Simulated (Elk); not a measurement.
# MnAu: forms of DFT+U

One order of MnAu is run under several DFT+U schemes. What changes?

Calculated with Elk 11.2.3 (patched build); PBEsol; all-electron APW+lo, Dirac cores, scalar-relativistic bands with second-variational spin-orbit coupling.

**1. Starting point**

The structure is cubic, space group Pm-3m (No. 221). The conventional cell has a = 3.208 Å, b = 3.208 Å, c = 3.208 Å, α = 90.00°, β = 90.00°, γ = 90.00°. Nearest to Mn lie 8 Au at 2.78 Å. Nearest to Au lie 8 Mn at 2.78 Å. Farther neighbours are not listed.

The cell comes from a database of computed structures and need not be the stable phase.

The settings of this session are not all sound (see the inputs), so it shows what such settings give, not the properties of the crystal.

**2. No U**

The run without a Hubbard term is the reference.

The last three numbers of an atom's line are a seed field in its sphere. It points against the wanted moment and shrinks by the factor reducebf each loop.

Contents of elk.in:

```
tasks
  0
  15

xctype
  22

rgkmax
  7.0

nempty
  14

swidth
  0.003

reducebf
  0.5

epsengy
  1e-05

maxscl
  100

lmaxi
  3

spincore
  .true.

spinorb
  .true.

cmagz
  .true.

spinpol
  .true.

sppath
  './'

avec
  6.06178422636 0.00000000000 0.00000000000
  0.00000000000 6.06178422636 0.00000000000
  0.00000000000 0.00000000000 6.06178422636

atoms
  2
  'Mn.in'
  1
  0.5000000000 0.5000000000 0.5000000000   0.000000 0.000000 -0.105000
  'Au.in'
  1
  0.0000000000 0.0000000000 0.0000000000   0.000000 0.000000 0.000000

ngridk
  6 6 6
```

Started as:

```console
$ OMP_NUM_THREADS=4 elk
```

Numbers of over 12 decimals in the logs are rounded to 6 here.

The program printed:

```text
Warning(chksvso): spin-orbit splittings by the second variation are low [figures from our tests cut]: local-orbitals by j (lorbdm 7 and 8, zora) mend levels alone

--- INFO.OUT ---
┌─────────────────────────┐
│ Elk code version 11.2.3 │
└─────────────────────────┘

All units are atomic (Hartree, Bohr, etc.)

┌─────────────────────────────────────────────────┐
│ Ground-state run starting from atomic densities │
└─────────────────────────────────────────────────┘

Lattice vectors :
   6.061784226       0.000000000       0.000000000
   0.000000000       6.061784226       0.000000000
   0.000000000       0.000000000       6.061784226

Species : 1 (Mn)
 parameters loaded from : Mn.in
 name : manganese
 nuclear charge    :   -25.00000000
 electronic charge :    25.00000000
 atomic mass :    100145.9370
 muffin-tin radius :    2.399842676
 number of radial points in muffin-tin :    993
 inner part over the whole radius :   0.9953916128E-02
 number on inner part of muffin-tin    :    700
 approximate nuclear radius :   0.7074591925E-04
 number of mesh points to nuclear radius :    330
 atomic positions (lattice), magnetic fields (Cartesian) :
  1 :   0.00000000  0.00000000  0.00000000    0.00000000  0.00000000 -0.10500000

Species : 2 (Au)
 parameters loaded from : Au.in
 name : gold
 nuclear charge    :   -79.00000000
 electronic charge :    79.00000000
 atomic mass :    359048.0562
 muffin-tin radius :    2.799816456
 number of radial points in muffin-tin :   1393
 inner part over the whole radius :   0.9929114881E-02
 number on inner part of muffin-tin    :   1000
 approximate nuclear radius :   0.1033733540E-03
 number of mesh points to nuclear radius :    523
 atomic positions (lattice), magnetic fields (Cartesian) :
  1 :   0.50000000  0.50000000  0.50000000    0.00000000  0.00000000  0.00000000

Total number of atoms per unit cell :    2
Total muffin-tin volume :    149.8286900
 ratio of muffin-tin to unit cell volume :   0.6726568398

Spin treatment :
 spin-polarised
 spin-orbit coupling
 spin-polarised core states
 global magnetic field (Cartesian) :    0.000000000       0.000000000       0.000000000
 collinear magnetisation in z-direction

Number of Bravais lattice symmetries :   48
Number of crystal symmetries         :    8
Crystal has inversion symmetry
Real symmetric eigensolver will be used

k-point grid :      6     6     6
k-point offset :    0.000000000       0.000000000       0.000000000
k-point set is reduced with full crystal symmetry group
Total number of k-points :       44

Muffin-tin radius times maximum |G+k| :    7.000000000
 using average radius
Maximum |G+k| for APW functions       :    2.692484189
Maximum (1/2)|G+k|²                   :    3.624735553
Maximum |G| for potential and density :    12.00000000
Constant for pseudocharge density :    8
 order of it for each species :   15  15
 order of it for pair densities of each species (exact exchange by exxq0 0: 15) :    8  11
Radial integration step length :    1

G-vector grid sizes :     24    24    24
Number of G-vectors :     6619

Maximum angular momentum used for
 APW functions            :    8
 outer part of muffin-tin :    6
 inner part of muffin-tin :    3

Number of empty states         :     28
Total number of valence states :    104
Total number of core states    :     58

Third-order local-orbitals added for an l without core states : T
Total number of local-orbitals :     61

Exchange-correlation functional :     22     0     0
 PBEsol, Phys. Rev. Lett. 100, 136406 (2008)
 gradient requirement :    1
 generalised gradient approximation (GGA)

Smearing type :    3
 Fermi-Dirac
Smearing width :   0.3000000000E-02
Effective electronic temperature (K) :    947.3250744

Mixing type :    3
 Broyden mixing, J. Phys. A: Math. Gen. 17, L317 (1984)

Kohn-Sham potential initialised from atomic data

┌──────────────────────────────┐
│ Self-consistent loop started │
└──────────────────────────────┘

┌─────────────────┐
│ Loop number : 1 │
└─────────────────┘

Energies :
 Fermi                       :     0.117166
 sum of occupied eigenvalues :     -12395.952825089
 electron kinetic            :      23038.915732703
 core electron kinetic       :      22047.079675655
 Coulomb                     :     -42827.660317845
 Coulomb potential           :     -34928.368083286
 nuclear-nuclear             :     -1868.1406929685
 electron-nuclear            :     -47037.193446333
 Hartree                     :      6077.6738214569
 Madelung                    :     -25363.476276202
 xc potential                :     -506.36239781600
 xc effective B-field        :    -0.153224
 external B-field            :      0.000000
 exchange                    :     -404.16316928840
 correlation                 :     -6.727524
 electron entropic           :    -0.29998733612340E-02
 total energy                :     -20199.638278300
 (external B-field energy excluded from total)

Density of states at Fermi energy :    102.1667422
 (states/Hartree/unit cell)

Estimated indirect band gap :   0.3072412772E-03
 from k-point 37 to k-point 3
Estimated direct band gap   :   0.3450011991E-02
 at k-point 31

Charges :
 core                        :    58.00000000
 valence                     :    46.00000000
 interstitial                :    2.144002222
 muffin-tins (core leakage)
  species : 1 (Mn)
   atom 1                    :    24.68806852     ( -0.2246736592E-06)
  species : 2 (Au)
   atom 1                    :    77.16792926     (  0.1119768192E-03)
 total in muffin-tins        :    101.8559978
 total calculated charge     :    103.9995920
 total charge                :    104.0000000
 error                       :   0.4079683216E-03

Moments :
 interstitial                :   0.3750333880E-01
 muffin-tins
  species : 1 (Mn)
   atom 1                    :    2.888374560
  species : 2 (Au)
   atom 1                    :   0.3277963402
 total in muffin-tins        :    3.216170900
 total moment                :    3.253674239

[... earlier loops left out ...]

┌──────────────────┐
│ Loop number : 22 │
└──────────────────┘

Energies :
 Fermi                       :     0.275645
 sum of occupied eigenvalues :     -12390.753401774
 electron kinetic            :      23051.255765220
 core electron kinetic       :      22048.208121198
 Coulomb                     :     -42840.075670199
 Coulomb potential           :     -34900.471398184
 nuclear-nuclear             :     -1868.1406929685
 electron-nuclear            :     -47090.503388897
 Hartree                     :      6118.5684116670
 Madelung                    :     -25389.839971107
 xc potential                :     -541.25623462999
 xc effective B-field        :    -0.281534
 external B-field            :      0.000000
 exchange                    :     -404.67764298022
 correlation                 :     -6.724940
 electron entropic           :    -0.13747847434630E-02
 total energy                :     -20200.223863173
 (external B-field energy excluded from total)

Density of states at Fermi energy :    47.35795695
 (states/Hartree/unit cell)

Estimated indirect band gap :   0.2161484893E-02
 from k-point 31 to k-point 20
Estimated direct band gap   :   0.6537367676E-02
 at k-point 39

Charges :
 core                        :    58.00000000
 valence                     :    46.00000000
 interstitial                :    1.952456442
 muffin-tins (core leakage)
  species : 1 (Mn)
   atom 1                    :    23.61608879     ( -0.2246735011E-06)
  species : 2 (Au)
   atom 1                    :    78.43145477     (  0.9764052749E-04)
 total in muffin-tins        :    102.0475436
 total calculated charge     :    103.9997224
 total charge                :    104.0000000
 error                       :   0.2775940654E-03

Moments :
 interstitial                :   0.1256178316
 muffin-tins
  species : 1 (Mn)
   atom 1                    :    3.875821681
  species : 2 (Au)
   atom 1                    :   0.7128271949E-01
 total in muffin-tins        :    3.947104400
 total moment                :    4.072722232

┌──────────────────────────────┐
│ Self-consistent loop stopped │
└──────────────────────────────┘

Wrote STATE.OUT
```

Elapsed: 2.1 min, on 4 threads of Arm Neoverse V1, shared host; peak memory 0.47 GiB; 7.8 min of CPU time.

Numbers from this step:

```
density of states at the Fermi level : 1.740 states/eV/cell
moment between the spheres           : 0.1256 μB
magnetization                        : 4.073 μB
final state                          : ferromagnetic
largest moment                       : 3.876 μB
```

After 22 cycles the largest moment stands at 3.88 μB.

Orbital moment <L> in the sphere by atom:

```csv
atom,x (μB),y (μB),z (μB),size
Mn1,0.0000,0.0000,-0.0232,0.0232
Au2,0.0000,0.0000,0.0325,0.0325
```

**3. U = 4.00 eV, J = 0.90 eV on Mn d (fully localised)**

Fully localised double counting pushes orbitals towards full or empty, which suits localised shells.

Changes to elk.in since step 2:

```diff
@@ -3,2 +3,4 @@
   15
+  33
+  73
 
@@ -40,2 +42,5 @@
 
+tmwrite
+  .true.
+
 sppath
@@ -59 +64,12 @@
   6 6 6
+
+dft+u
+  1 1
+  1 2 0.146997 0.033074
+
+plot3d
+  0 0 0
+  1 0 0
+  0 1 0
+  0 0 1
+  17 17 17
```

Started as:

```console
$ OMP_NUM_THREADS=4 elk
```

The program printed:

```text
Warning(gndstate): forces or DFT+U at lmaxo under 8 : 6
  [figures from our tests cut]: type lmaxo 8 and lmaxapw 10
Warning(chksvso): spin-orbit splittings by the second variation are low [figures from our tests cut]: local-orbitals by j (lorbdm 7 and 8, zora) mend levels alone

--- INFO.OUT ---
┌─────────────────────────┐
│ Elk code version 11.2.3 │
└─────────────────────────┘

All units are atomic (Hartree, Bohr, etc.)

┌─────────────────────────────────────────────────┐
│ Ground-state run starting from atomic densities │
└─────────────────────────────────────────────────┘

Lattice vectors :
   6.061784226       0.000000000       0.000000000
   0.000000000       6.061784226       0.000000000
   0.000000000       0.000000000       6.061784226

Species : 1 (Mn)
 muffin-tin radius :    2.399842676
 atomic positions (lattice), magnetic fields (Cartesian) :
  1 :   0.00000000  0.00000000  0.00000000    0.00000000  0.00000000 -0.10500000

Species : 2 (Au)
 muffin-tin radius :    2.799816456
 atomic positions (lattice), magnetic fields (Cartesian) :
  1 :   0.50000000  0.50000000  0.50000000    0.00000000  0.00000000  0.00000000

Total number of atoms per unit cell :    2
Total muffin-tin volume :    149.8286900
 ratio of muffin-tin to unit cell volume :   0.6726568398

Spin treatment :
 spin-polarised
 spin-orbit coupling
 spin-polarised core states
 global magnetic field (Cartesian) :    0.000000000       0.000000000       0.000000000
 collinear magnetisation in z-direction

Number of Bravais lattice symmetries :   48
Number of crystal symmetries         :    8
Crystal has inversion symmetry
Real symmetric eigensolver will be used

k-point grid :      6     6     6
k-point offset :    0.000000000       0.000000000       0.000000000
k-point set is reduced with full crystal symmetry group
Total number of k-points :       44

Muffin-tin radius times maximum |G+k| :    7.000000000
 using average radius
Maximum |G+k| for APW functions       :    2.692484189
Maximum (1/2)|G+k|²                   :    3.624735553
Maximum |G| for potential and density :    12.00000000
Constant for pseudocharge density :    8
 order of it for each species :   15  15
 order of it for pair densities of each species (exact exchange by exxq0 0: 15) :    8  11
Radial integration step length :    1

G-vector grid sizes :     24    24    24
Number of G-vectors :     6619

Maximum angular momentum used for
 APW functions            :    8
 outer part of muffin-tin :    6

Number of empty states         :     28
Total number of valence states :    104
Total number of core states    :     58

Third-order local-orbitals added for an l without core states : T
Total number of local-orbitals :     61

Exchange-correlation functional :     22     0     0
 PBEsol, Phys. Rev. Lett. 100, 136406 (2008)
 gradient requirement :    1
 generalised gradient approximation (GGA)

DFT+U calculation
 fully localised limit (FLL)
 see Phys. Rev. B 52, R5467 (1995)
 species : 1 (Mn), l = 2, U =   0.14699700, J =   0.03307400

Smearing type :    3
 Fermi-Dirac
Smearing width :   0.3000000000E-02
Effective electronic temperature (K) :    947.3250744

Mixing type :    3
 Broyden mixing, J. Phys. A: Math. Gen. 17, L317 (1984)

Kohn-Sham potential initialised from atomic data

┌──────────────────────────────┐
│ Self-consistent loop started │
└──────────────────────────────┘

[... earlier loops left out ...]

┌──────────────────┐
│ Loop number : 24 │
└──────────────────┘

Energies :
 Fermi                       :     0.295293
 sum of occupied eigenvalues :     -12390.327290526
 electron kinetic            :      23051.268055701
 core electron kinetic       :      22048.183172700
 Coulomb                     :     -42840.234002402
 Coulomb potential           :     -34899.989594504
 nuclear-nuclear             :     -1868.1406929685
 electron-nuclear            :     -47091.236480573
 Hartree                     :      6119.1431711395
 Madelung                    :     -25390.239205150
 xc potential                :     -541.25350945522
 xc effective B-field        :    -0.352242
 external B-field            :      0.000000
 exchange                    :     -404.73275068752
 correlation                 :     -6.720722
 DFT+U                       :     0.242363
 electron entropic           :    -0.72011737100531E-03
 total energy                :     -20200.177776196
 (external B-field energy excluded from total)

Density of states at Fermi energy :    22.86554652
 (states/Hartree/unit cell)

Estimated indirect band gap :   0.5882948654E-02
 from k-point 27 to k-point 9
Estimated direct band gap   :   0.1942211567E-01
 at k-point 22

Charges :
 core                        :    58.00000000
 valence                     :    46.00000000
 interstitial                :    1.952362740
 muffin-tins (core leakage)
  species : 1 (Mn)
   atom 1                    :    23.57857050     ( -0.2246737019E-06)
  species : 2 (Au)
   atom 1                    :    78.46906676     (  0.9822286529E-04)
 total in muffin-tins        :    102.0476373
 total calculated charge     :    103.9997006
 total charge                :    104.0000000
 error                       :   0.2993513372E-03

Moments :
 interstitial                :   0.1321674505
 muffin-tins
  species : 1 (Mn)
   atom 1                    :    4.323400298
  species : 2 (Au)
   atom 1                    :   0.3389434576E-01
 total in muffin-tins        :    4.357294644
 total moment                :    4.489462094

┌──────────────────────────────┐
│ Self-consistent loop stopped │
└──────────────────────────────┘

Warning : forces or DFT+U at lmaxo under 8 : 6

Wrote STATE.OUT
```

Wall time 3.2 min (4 threads); peak memory 0.47 GiB.

Numbers from this step:

```
density of states at the Fermi level : 0.8403 states/eV/cell
moment between the spheres           : 0.1322 μB
magnetization                        : 4.489 μB
final state                          : ferromagnetic
largest moment                       : 4.323 μB
```

The largest spin moment is +0.45 μB from that of the first run.

Orbital moment <L> in the sphere by atom:

```csv
atom,x (μB),y (μB),z (μB),size
Mn1,0.0000,0.0000,-0.0095,0.0095
Au2,0.0000,0.0000,0.0216,0.0216
```

FDU.OUT:

```text

   1   2 : species, l
  0.1469970000     : F^(0)
  0.2849452308     : F^(2)
  0.1780907692     : F^(4)
  0.1469970000     : U
  0.3307400000E-01 : J
```

In eV, for the first corrected species: U = 4.00, J = 0.90.

Tensor moments of the density matrix of the first corrected atom (TENSMOM.OUT, the program's normalisation), largest first:

```csv
k,p,r,magnitude,energy (Ha)
0,0,0,4.922,0.00219
0,1,1,4.273,-0.104
4,1,5,0.1021,-8.9e-5
4,1,4,0.09598,-7.9e-5
1,1,0,0.09374,-6.8e-5
4,1,3,0.08635,-6.4e-5
4,0,4,0.08506,-4.1e-5
1,1,2,0.05613,-2.4e-5
1,0,1,0.006889,-3.6e-7
3,1,4,0.002782,-4.0e-8
```

Here k is the rank of the orbital part, p = 1 marks spin, 000 is the shell's charge, 011 its spin, 101 its orbital moment and 110 the spin–orbit term.

**4. A Yukawa screening of 1 1/bohr on Mn d (fully localised)**

Only the screening constant of the Yukawa potential is typed; U and J both come out of the radial functions.

Changes to elk.in since step 3:

```diff
@@ -3,4 +3,2 @@
   15
-  33
-  73
 
@@ -66,10 +64,3 @@
 dft+u
-  1 1
-  1 2 0.146997 0.033074
-
-plot3d
-  0 0 0
-  1 0 0
-  0 1 0
-  0 0 1
-  17 17 17
+  1 4
+  1 2 1.000000
```

Started as:

```console
$ OMP_NUM_THREADS=4 elk
```

The program printed:

```text
Warning(linengy): could not find 5 linearisation energies in s.c. loop 7
Warning(gndstate): forces or DFT+U at lmaxo under 8 : 6
  [figures from our tests cut]: type lmaxo 8 and lmaxapw 10
Warning(chksvso): spin-orbit splittings by the second variation are low [figures from our tests cut]: local-orbitals by j (lorbdm 7 and 8, zora) mend levels alone

--- INFO.OUT ---
┌─────────────────────────┐
│ Elk code version 11.2.3 │
└─────────────────────────┘

All units are atomic (Hartree, Bohr, etc.)

[...]
total in muffin-tins        :    102.0589758
 total calculated charge     :    103.9997097
 total charge                :    104.0000000
 error                       :   0.2902971645E-03

Moments :
 interstitial                :   0.1619158561
 muffin-tins
  species : 1 (Mn)
   atom 1                    :    4.589866170
  species : 2 (Au)
   atom 1                    :   0.3223199105E-01
 total in muffin-tins        :    4.622098161
 total moment                :    4.784014017

┌──────────────────────────────┐
│ Self-consistent loop stopped │
└──────────────────────────────┘

Warning : forces or DFT+U at lmaxo under 8 : 6

Wrote STATE.OUT

[key lines of the parts left out:]
total energy                :     -20200.133856481
```

Run time: 3.6 min. Hardware: 4 threads; peak memory 0.47 GiB; 13 min of CPU time.

Numbers from this step:

```
density of states at the Fermi level : 0.7395 states/eV/cell
moment between the spheres           : 0.1619 μB
magnetization                        : 4.784 μB
final state                          : ferromagnetic
largest moment                       : 4.590 μB
```

The largest spin moment is +0.71 μB from that of the first run.

FDU.OUT:

```text

   1   2 : species, l
  0.3164995318     : F^(0)
  0.3503903919     : F^(2)
  0.2384288348     : F^(4)
  0.3164995318     : U
  0.4205851620E-01 : J
   1.000000000     : screening length λ
```

In eV, for the first corrected species: U = 8.61, J = 1.14.

**5. U = 6.00 eV, J = 0.90 eV on Mn d (fully localised)**

The same form with other values shows how far the result hangs on them.

Changes to elk.in since step 4:

```diff
@@ -64,3 +64,3 @@
 dft+u
-  1 4
-  1 2 1.000000
+  1 1
+  1 2 0.220496 0.033074
```

Started as:

```console
$ OMP_NUM_THREADS=4 elk
```

The program printed:

```text
Warning(gndstate): forces or DFT+U at lmaxo under 8 : 6
  [figures from our tests cut]: type lmaxo 8 and lmaxapw 10
Warning(chksvso): spin-orbit splittings by the second variation are low [figures from our tests cut]: local-orbitals by j (lorbdm 7 and 8, zora) mend levels alone

--- INFO.OUT ---
┌─────────────────────────┐
│ Elk code version 11.2.3 │
└─────────────────────────┘

All units are atomic (Hartree, Bohr, etc.)

┌─────────────────────────────────────────────────┐
│ Ground-state run starting from atomic densities │
[...]
total in muffin-tins        :    102.0518155
 total calculated charge     :    103.9997027
 total charge                :    104.0000000
 error                       :   0.2973180637E-03

Moments :
 interstitial                :   0.1485661695
 muffin-tins
  species : 1 (Mn)
   atom 1                    :    4.478618691
  species : 2 (Au)
   atom 1                    :   0.4001667748E-01
 total in muffin-tins        :    4.518635369
 total moment                :    4.667201538

┌──────────────────────────────┐
│ Self-consistent loop stopped │
└──────────────────────────────┘

Warning : forces or DFT+U at lmaxo under 8 : 6

Wrote STATE.OUT

[key lines of the parts left out:]
total energy                :     -20200.155534232
```

Wall time 3.1 min (4 threads); peak memory 0.47 GiB.

Numbers from this step:

* density of states at the Fermi level: 0.9581 states/eV/cell
* moment between the spheres: 0.1486 μB
* magnetization: 4.667 μB
* final state: ferromagnetic
* largest moment: 4.479 μB

The largest spin moment is +0.60 μB from that of the first run.

(Part 1 of 2 ends here.)

[Logs and program files are shortened in this print: banners, set-up blocks, solver, clock and traceback lines can be left out without a mark of their own.]

[Logs are printed without paths, hosts, clocks, repeated set-up lines and the standing remarks that a program may print on its own settings, such as how far it seeks lower states.]

[Hosts, paths, dates, database ids (printed as entryN), source tags and the programs' standing remarks are cut or masked in the printed files.]

[Where a cell is said to come from a database of computed structures, the database is the Materials Project.]
